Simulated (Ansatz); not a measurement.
**Lattice dynamics of Na (Im-3m, 1 atom in the cell)**

Task: relax Na (Im-3m, 1 atom in the cell), then find its harmonic phonons.

Program: Ansatz 0.2.0. Level of theory: DFT PBE, scalar-relativistic, plane waves, PAW. Results are calculated unless marked as measured.

The database entry behind the starting cell differs from later determinations by our own check (0.1 to 0.3 % short, probably kX units), so it need not match the best structure at ambient conditions.

### Step 1. The starting structure

The structure is cubic, space group Im-3m (No. 229). Conventional cell: a = 4.282 Å, b = 4.282 Å, c = 4.282 Å, α = 90.00°, β = 90.00°, γ = 90.00°. Nearest to Na lie 8 Na at 3.71 Å.

Coordinates:

```cif
data_structure
_symmetry_space_group_name_H-M 'Im-3m'
_symmetry_Int_Tables_number 229
_cell_length_a 4.2820
_cell_length_b 4.2820
_cell_length_c 4.2820
_cell_angle_alpha 90.000
_cell_angle_beta 90.000
_cell_angle_gamma 90.000
_cell_volume 78.51
loop_
_atom_site_label
_atom_site_type_symbol
_atom_site_symmetry_multiplicity
_atom_site_Wyckoff_symbol
_atom_site_fract_x
_atom_site_fract_y
_atom_site_fract_z
_atom_site_occupancy
Na1 Na 2 a 0.00000 0.00000 0.00000 1
```

### Step 2. Bringing the structure to rest

Harmonic phonons are second derivatives at a point where the forces vanish, and they are wanted at zero stress, so atoms and cell are relaxed first.

File input.yaml:

```yaml
crystal:
  lattice:
    - [-2.141, 2.141, 2.141]
    - [2.141, -2.141, 2.141]
    - [2.141, 2.141, -2.141]
  atoms:
    - { symbol: Na, position: [0.0, 0.0, 0.0] }
kpoints:
  mp_grid: { grid: [14, 14, 14] }
hamiltonian:
  xc: pbe
scf:
  occupations: { method: gaussian, width: 0.1 }
output:
  forces: true
  stress: true
  eigenvalues: true
relax:
  adjacent_minimum: "off"
  f_tol: 0.005
  max_steps: 80
  cell: { stress_tol: 0.05 }
```

On the command line:

```sh
$ ansatz run input.yaml --threads 4 --pin off --max-ram 7168MiB --backend cpu --events-out ev --progress --plain --runs-dir out
```

Numbers of over 12 decimals in the logs are rounded to 6 here.

The log of the run:

```text
Engine: ansatz 0.2.0, aarch64-unknown-linux-gnu
Pseudopotentials: kind: paw
Pseudopotential: Na, paw, valence charge 9, recommended cutoff 420 eV (normal), Na.paw.azcp
Functional definition: PBE
  parameter kappa = 0.804
  parameter beta = 0.066725
  exchange = pbe_x(kappa = kappa, mu = beta*pi^2/3)
  correlation = pbe_c(beta = beta)
Crystal: 1 atoms, lattice volume = 39.256 Å³
Basis set: ecut = 420 eV, 767 PW (Γ), exchange–correlation on 50×50×50 points (8 copies of the dense FFT grid, shifted against one another)
Bands: 9, of which v1, the nominal top of the filled ones, is band 5 counted from 1 (4 counted from 0)
Symmetry: 48 space group operations
Space group: Im-3m (ITA 229), of the structure as read, at distance tolerance 3.4e-5 Å
k-points: 104 of 2744
Non-local potential: Na, projectors of the file, l = 0: 3, l = 1: 2, l = 2: 1
PAW form: soft (Blöchl's): semilocal exchange-correlation on the pseudo side does not see the compensation charge
PAW one-centre angular grid: Na, 110 points (default); XC on 64 Gauss nodes
Initial density: superposition of atomic densities (neutral atoms: chi_scale 0, normalization atom), corrected by the library's trained network
Initial wavefunctions: pseudopotential atomic-orbital guess
Functional: x = pbe(κ = 0.804, μ = 0.219515), c = pbe(β = 0.066725)
SCF iter   1: F=—  HF=-1486.414166 eV  |F-HF|=—  |Δ(HF+E_count)|=         —  Δρ=4.80e-4  dr2=4.30e-5  ethr=1.77e-3  ⟨swp⟩=4.9  Hψ=5984  notcnv=0
preconditioner: auto → Kerker (q_TF=auto, 2.134 Å⁻¹)  [metal: Δε(μ)=0.079 eV  Ē_g=7.573 eV  σ=0.100 eV  W_gap=0.42  n_scr=12 (ndim 8)  ℏωp=5.9 eV  f_vac=0.000  D(μ)=0.62/eV (n_scr^D=0)]
SCF iter   2: F=—  HF=-1486.414036 eV  |F-HF|=—  |Δ(HF+E_count)|=   1.30e-4  Δρ=1.44e-4  dr2=5.47e-6  ethr=4.78e-7  ⟨swp⟩=2.2  Hψ=2261  notcnv=0
SCF iter   3: F=—  HF=-1486.414055 eV  |F-HF|=—  |Δ(HF+E_count)|=   1.86e-5  Δρ=7.67e-5  dr2=2.23e-6  ethr=6.07e-8  ⟨swp⟩=2.6  Hψ=1260  notcnv=0
SCF iter   4: F=—  HF=-1486.414061 eV  |F-HF|=—  |Δ(HF+E_count)|=   6.31e-6  Δρ=2.73e-5  dr2=2.62e-7  ethr=2.48e-8  ⟨swp⟩=2.5  Hψ=1365  notcnv=0
iter 5 did not close the SCF: its close was put off for the readings that it lacked (scf_convergence_deferred on its scf_iter line)
SCF iter   5: F=-1486.414061 eV  HF=-1486.414061 eV  |F-HF|=2.38e-8  |Δ(HF+E_count)|=   6.16e-8  Δρ=9.61e-6  dr2=1.88e-8  ethr=2.91e-9  ⟨swp⟩=2.0  Hψ=1259  notcnv=0
SCF iter   6: F=-1486.414061 eV  HF=-1486.414061 eV  |F-HF|=1.04e-9  |Δ(HF+E_count)|=   8.35e-9  Δρ=2.31e-6  dr2=1.14e-9  ethr=2.09e-10  ⟨swp⟩=3.2  Hψ=3397  notcnv=0
SCF 1 converged in 6 iterations: F = -1486.414061 eV  dr2 = 1.14e-9
  greatest PAW one-centre occupation: 0.999 electrons in one spin orbital (limit 2), on the Na atom at site 0 (counted from 0), in its partial waves of l = 0
relax step   1: F+E_penalty+E_count = -1486.41406122 eV  Δ(F+E_penalty+E_count) = +0.000e0 eV  max|allowed force component| = 0.000e0 eV/Å  Δτ_max = 0.0000 Å  P = -0.420 GPa  Ω = 39.256 Å³  (6 SCF iters, dr2 threshold 1.00e-7 eV, accepted)
Crystal: 1 atoms, lattice volume = 38.856 Å³
Initial density: handed on by an earlier stage of this run
Initial wavefunctions: those handed on with the density
iter 1 solved again at ethr=2.71e-8 eV; its pass at ethr=3.10e-3 eV (dr2=2.44e-6 eV) is discarded
SCF iter   1: F=—  HF=-1486.415030 eV  |F-HF|=—  |Δ(HF+E_count)|=         —  Δρ=3.41e-5  dr2=7.80e-7  ethr=2.71e-8  ⟨swp⟩=3.5  Hψ=9450  notcnv=0
preconditioner: auto → Kerker (q_TF=auto, 2.138 Å⁻¹)  [metal: Δε(μ)=0.079 eV  Ē_g=7.622 eV  σ=0.100 eV  W_gap=0.42  n_scr=12 (ndim 8)  ℏωp=6.0 eV  f_vac=0.000  D(μ)=0.62/eV (n_scr^D=0)]
SCF iter   2: F=—  HF=-1486.415035 eV  |F-HF|=—  |Δ(HF+E_count)|=   4.52e-6  Δρ=2.16e-5  dr2=3.54e-7  ethr=8.67e-9  ⟨swp⟩=1.0  Hψ=939  notcnv=0
SCF iter   3: F=-1486.415034 eV  HF=-1486.415034 eV  |F-HF|=2.25e-8  |Δ(HF+E_count)|=   6.10e-8  Δρ=8.10e-6  dr2=4.21e-8  ethr=1.11e-9  ⟨swp⟩=3.0  Hψ=3344  notcnv=0
SCF 2 converged in 3 iterations: F = -1486.415034 eV  dr2 = 4.21e-8
relax step   2: F+E_penalty+E_count = -1486.41503446 eV  Δ(F+E_penalty+E_count) = -9.732e-4 eV  max|allowed force component| = 0.000e0 eV/Å  Δτ_max = 0.0000 Å  P = -0.355 GPa  Ω = 38.856 Å³  energy of the carried Pulay correction = +4.200e-6 eV  (3 SCF iters, dr2 threshold 1.00e-7 eV, accepted)
Crystal: 1 atoms, lattice volume = 36.775 Å³
Basis set: ecut = 420 eV, 683 PW (Γ), exchange–correlation on 50×50×50 points (8 copies of the dense FFT grid, shifted against one another)
iter 1 solved again at ethr=2.87e-7 eV; its pass at ethr=3.10e-3 eV (dr2=2.58e-5 eV) is discarded
SCF iter   1: F=—  HF=-1486.417257 eV  |F-HF|=—  |Δ(HF+E_count)|=         —  Δρ=2.03e-4  dr2=2.63e-5  ethr=2.87e-7  ⟨swp⟩=2.2  Hψ=9753  notcnv=0
preconditioner: auto → Kerker (q_TF=auto, 2.158 Å⁻¹)  [metal: Δε(μ)=0.081 eV  Ē_g=7.890 eV  σ=0.100 eV  W_gap=0.43  n_scr=12 (ndim 8)  ℏωp=6.1 eV  f_vac=0.000  D(μ)=0.61/eV (n_scr^D=0)]
SCF iter   2: F=—  HF=-1486.417253 eV  |F-HF|=—  |Δ(HF+E_count)|=   3.58e-6  Δρ=1.31e-4  dr2=1.21e-5  ethr=2.87e-7  ⟨swp⟩=1.0  Hψ=945  notcnv=0
SCF iter   3: F=—  HF=-1486.417251 eV  |F-HF|=—  |Δ(HF+E_count)|=   2.31e-6  Δρ=4.81e-5  dr2=1.30e-6  ethr=1.34e-7  ⟨swp⟩=1.0  Hψ=936  notcnv=0
SCF iter   4: F=-1486.417250 eV  HF=-1486.417250 eV  |F-HF|=5.26e-8  |Δ(HF+E_count)|=   4.53e-7  Δρ=1.02e-5  dr2=3.65e-8  ethr=1.11e-9  ⟨swp⟩=3.0  Hψ=3382  notcnv=0
the search or the solves at the SCF's close seem to have found levels that the self-consistency loop had missed (the run counts 1). By its estimate they hold under 1e-12 electrons; where the run keeps them, the occupations were computed again with them
SCF 3 converged in 4 iterations: F = -1486.417250 eV  dr2 = 3.65e-8
relax step   3: F+E_penalty+E_count = -1486.41725030 eV  Δ(F+E_penalty+E_count) = -2.216e-3 eV  max|allowed force component| = 0.000e0 eV/Å  Δτ_max = 0.0000 Å  P = +0.035 GPa  Ω = 36.775 Å³  energy of the carried Pulay correction = +2.674e-5 eV  (4 SCF iters, dr2 threshold 1.00e-7 eV, accepted)
Initial wavefunctions: pseudopotential atomic-orbital guess (no wavefunctions were taken with the density)
iter 1 solved again at ethr=4.91e-8 eV; its pass at ethr=3.10e-3 eV (dr2=4.42e-6 eV) is discarded
SCF iter   1: F=—  HF=-1486.417189 eV  |F-HF|=—  |Δ(HF+E_count)|=         —  Δρ=3.64e-5  dr2=1.05e-7  ethr=4.91e-8  ⟨swp⟩=3.3  Hψ=8503  notcnv=0
SCF iter   2: F=—  HF=-1486.417190 eV  |F-HF|=—  |Δ(HF+E_count)|=   3.50e-7  Δρ=1.75e-5  dr2=3.10e-8  ethr=1.16e-9  ⟨swp⟩=2.4  Hψ=1297  notcnv=0
SCF iter   3: F=—  HF=-1486.417190 eV  |F-HF|=—  |Δ(HF+E_count)|=   3.15e-8  Δρ=3.28e-6  dr2=4.29e-9  ethr=3.45e-10  ⟨swp⟩=1.0  Hψ=940  notcnv=0
SCF iter   4: F=—  HF=-1486.417190 eV  |F-HF|=—  |Δ(HF+E_count)|=  8.38e-10  Δρ=9.91e-7  dr2=4.82e-10  ethr=4.77e-11  ⟨swp⟩=1.0  Hψ=936  notcnv=0
SCF iter   5: F=-1486.417190 eV  HF=-1486.417190 eV  |F-HF|=9.09e-13  |Δ(HF+E_count)|=  6.82e-11  Δρ=1.26e-7  dr2=2.28e-12  ethr=1.00e-12  ⟨swp⟩=4.1  Hψ=3647  notcnv=0
SCF 4 converged in 5 iterations: F = -1486.417190 eV  dr2 = 2.28e-12
relax step   4: F+E_penalty+E_count = -1486.41718955 eV  Δ(F+E_penalty+E_count) = +6.075e-5 eV  max|allowed force component| = 0.000e0 eV/Å  Δτ_max = 0.0000 Å  P = +0.039 GPa  Ω = 36.775 Å³  stress off target by 3.90e-2 GPa  SCF on the basis re-selected at this cell (its energy is not comparable with the rows above)  (5 SCF iters)
basis re-selected at this cell: Δ(F+E_penalty+E_count) = +6.075e-5 eV, ΔP = +0.004 GPa vs the last step (what re-selecting the basis moved, of the pressure what is left beyond the Pulay correction that the steps carried, after the strain that the cell walked since its last selection, with what the two solves' SCF thresholds leave and, on support functions, any second-order correction that the steps lacked; it is no measure of the basis error at this ecutwfc). This SCF's stress stands 3.90e-2 GPa from its target on what of the cell is left free (relax.cell.stress_tol is 5.00e-2 GPa) and its largest allowed force component is 0.00e0 eV/Å (relax.f_tol is 5.00e-3 eV/Å): [rest of the remark cut]
SCF converged after 5 iterations
Free energy (F): -1486.417190 eV
Harris-Foulkes:  -1486.417190 eV  (|F-HF|=9.09e-13)
Internal energy: -1486.414164 eV  (E = F + TS)
E sigma→0 (E₀):  -1486.415677 eV
Entropy (-TS):   -0.003025 eV (-3.025 meV/atom)
Fermi energy:    1.749564 eV
--- Per-component energies (eV) ---
  E_band       = -240.765835
  E_kinetic    = 120.180983
  E_local      = -1440.414696  (includes V_loc(G=0)·N_el)
  E_nonlocal   = 115.112491
  E_hartree    = 526.781887
  E_xc         = -38.363704
  E_vxc        = -49.292516  (∫ρ·V_xc dr)
  E_paw        = -263.162821  (= ΣΔE_a)
  E_vpaw       = -39.915900  (= ΣTr[D̂ρ^β])
  E_aug_tail   = -0.000030  (compensation charges beyond the density's cutoff)
  E_ewald      = -506.548274
  E_smearing   = -0.003025  (= −TS)
  E_closure    = 0.000000  (closes the sum)
  Σ components = -1486.417190   (vs F -1486.417190, Δ=0.00e0)
--- Forces (eV/Å), atoms counted from 1 ---
  atom   1  Na     0.00000000     0.00000000     0.00000000
  max |Σ_I F_I| component: 1.40e-31 eV/Å
--- Stress (GPa, compression-positive) ---
        0.039006      -0.000000      -0.000000
        0.000000       0.039006      -0.000000
        0.000000      -0.000000       0.039006
  P = ⅓ Tr σ = 0.0390 GPa (0.390 kbar)
--- Band table (eV; the first three rows and the last of 104) ---
  k-point 0: bands = ["-51.2172", "-23.1208", "-23.1208", "-23.1208", "-1.5171", "13.5571", "13.5571", "13.5571", "14.5623"]
  k-point 1: bands = ["-51.2171", "-23.1227", "-23.1215", "-23.1208", "-1.4269", "12.3628", "12.9761", "13.2078", "13.8335"]
  k-point 2: bands = ["-51.2168", "-23.1278", "-23.1232", "-23.1208", "-1.1570", "10.4842", "12.1226", "12.5970", "13.0011"]
  k-point 103: bands = ["-51.2135", "-23.1474", "-23.1474", "-23.1474", "6.3080", "6.3080", "6.6958", "6.6958", "6.6958"]
--- Relaxed structure (3 steps of the walk, 3 accepted, 1 SCFs on fresh bases) ---
  F+E_penalty+E_count = -1486.41718955 eV   max|allowed force component| = 0.000e0 eV/Å   (the final SCF, on the basis selected at the relaxed cell)
  cell:  # Å, volume = 36.7754 Å³
    - [-2.094913, 2.094913, 2.094913]
    - [2.094913, -2.094913, 2.094913]
    - [2.094913, 2.094913, -2.094913]
  atoms:
    - { symbol: Na, position: [0.0, 0.0, 0.0] }
```

It took 3 s on 4 threads of Arm Neoverse V1, shared host; peak memory 0.31 GiB.

Relaxation path:

| step | energy less that of the first step (eV) | largest force component (eV/Å) | pressure (GPa) | volume (Å³) |
| --- | --- | --- | --- | --- |
| 1 | 0.0000 | 0.0000 | -0.42 | 39.26 |
| 2 | -0.0010 | 0.0000 | -0.36 | 38.86 |
| 3 | -0.0032 | 0.0000 | 0.03 | 36.78 |
| 4* | -0.0031 | 0.0000 | 0.04 | 36.78 |

Relaxation steps marked * repeat the geometry before them on a plane-wave basis chosen anew for their cell, so energy and pressure can jump there.

| conventional cell, symmetrised | before | after | change |
| --- | --- | --- | --- |
| a (Å) | 4.282 | 4.190 | -2.2 % |
| b (Å) | 4.282 | 4.190 | -2.2 % |
| c (Å) | 4.282 | 4.190 | -2.2 % |
| volume (Å³/atom) | 39.26 | 36.78 | -6.3 % |

Final coordinates:

```cif
data_structure
_symmetry_space_group_name_H-M 'P 1'
_symmetry_Int_Tables_number 1
_cell_length_a 3.6285
_cell_length_b 3.6285
_cell_length_c 3.6285
_cell_angle_alpha 109.471
_cell_angle_beta 109.471
_cell_angle_gamma 109.471
_cell_volume 36.78
loop_
_atom_site_label
_atom_site_type_symbol
_atom_site_fract_x
_atom_site_fract_y
_atom_site_fract_z
_atom_site_occupancy
Na1 Na 0.00000 0.00000 0.00000 1
```

This step gave:

* pressure: 0.03901 GPa
* volume per atom: 36.78 Å³
* gap on the k-mesh: 0 eV

In this step the volume went from 39.26 to 36.78 Å³/atom.

### Step 3. Relaxing to small forces for the phonons

Phonons need a cell at rest on their own settings, so the relaxation is repeated with tight tolerances on forces and stress on the k mesh and occupations of the first response run.

File input.yaml:

```yaml
crystal:
  lattice:
    - [-2.0949125729, 2.0949125729, 2.0949125729]
    - [2.0949125729, -2.0949125729, 2.0949125729]
    - [2.0949125729, 2.0949125729, -2.0949125729]
  atoms:
    - { symbol: Na, position: [0.0, 0.0, 0.0] }
kpoints:
  mp_grid: { grid: [16, 16, 16] }
hamiltonian:
  xc: pbe
scf:
  occupations: { method: methfessel_paxton, width: 0.2 }
output:
  forces: true
  stress: true
  eigenvalues: true
relax:
  adjacent_minimum: "off"
  f_tol: 0.001
  max_steps: 60
  cell: { stress_tol: 0.01 }
```

The log of the run:

```text
[...]
Crystal: 1 atoms, lattice volume = 36.775 Å³
Basis set: ecut = 420 eV, 683 PW (Γ), exchange–correlation on 50×50×50 points (8 copies of the dense FFT grid, shifted against one another)
Bands: 9, of which v1, the nominal top of the filled ones, is band 5 counted from 1 (4 counted from 0)
Symmetry: 48 space group operations
[...]
k-points: 145 of 4096
[...]
0.000000       0.000000      -0.000044
  P = ⅓ Tr σ = -0.0000 GPa (-0.000 kbar)
--- Band table (eV; the first three rows and the last of 145) ---
[...]
--- Relaxed structure (3 steps of the walk, 3 accepted, 1 SCFs on fresh bases) ---
[...]
cell:  # Å, volume = 36.9267 Å³
    - [-2.097781, 2.097781, 2.097781]
    - [2.097781, -2.097781, 2.097781]
    - [2.097781, 2.097781, -2.097781]
  atoms:
    - { symbol: Na, position: [0.0, 0.0, 0.0] }
[key lines of the parts left out:]
SCF converged after 5 iterations
Free energy (F): -1486.416668 eV
Fermi energy:    1.758559 eV
```

Run time: 2.6 s. Hardware: 4 threads; peak memory 0.33 GiB; 9.3 s of CPU time.

Step by step:

| step | energy less that of the first step (eV) | largest force component (eV/Å) | pressure (GPa) | volume (Å³) |
| --- | --- | --- | --- | --- |
| 1 | 0.0000 | 0.0000 | 0.03 | 36.78 |
| 2 | 0.0000 | 0.0000 | 0.03 | 36.80 |
| 3 | 0.0000 | 0.0000 | 0.00 | 36.93 |
| 4* | 0.0000 | 0.0000 | 0.00 | 36.93 |

Relaxation steps marked * repeat the geometry before them on a plane-wave basis chosen anew for their cell, so energy and pressure can jump there.

| conventional cell, symmetrised | before | after | change |
| --- | --- | --- | --- |
| a (Å) | 4.190 | 4.196 | +0.1 % |
| b (Å) | 4.190 | 4.196 | +0.1 % |
| c (Å) | 4.190 | 4.196 | +0.1 % |
| volume (Å³/atom) | 36.78 | 36.93 | +0.4 % |

The relaxed structure:

```xyz
1
Lattice="-2.0978 2.0978 2.0978 2.0978 -2.0978 2.0978 2.0978 2.0978 -2.0978" Properties=species:S:1:pos:R:3 pbc="T T T"
Na    0.0000    0.0000    0.0000
```

Numbers from this step:

```
pressure        : -4.41e-5 GPa
volume per atom : 36.93 Å³
```

The forces vanish by symmetry and the pressure is 0.000 GPa, within the tolerances set. The cell now holds 36.93 Å³/atom.

(Continued in part 2 of 2.)

[Logs are printed without paths, hosts, clocks, repeated set-up lines and the standing remarks that a program may print on its own settings, such as how far it seeks lower states.]

[Hosts, paths, dates, database ids (printed as entryN), source tags and the programs' standing remarks are cut or masked in the printed files.]
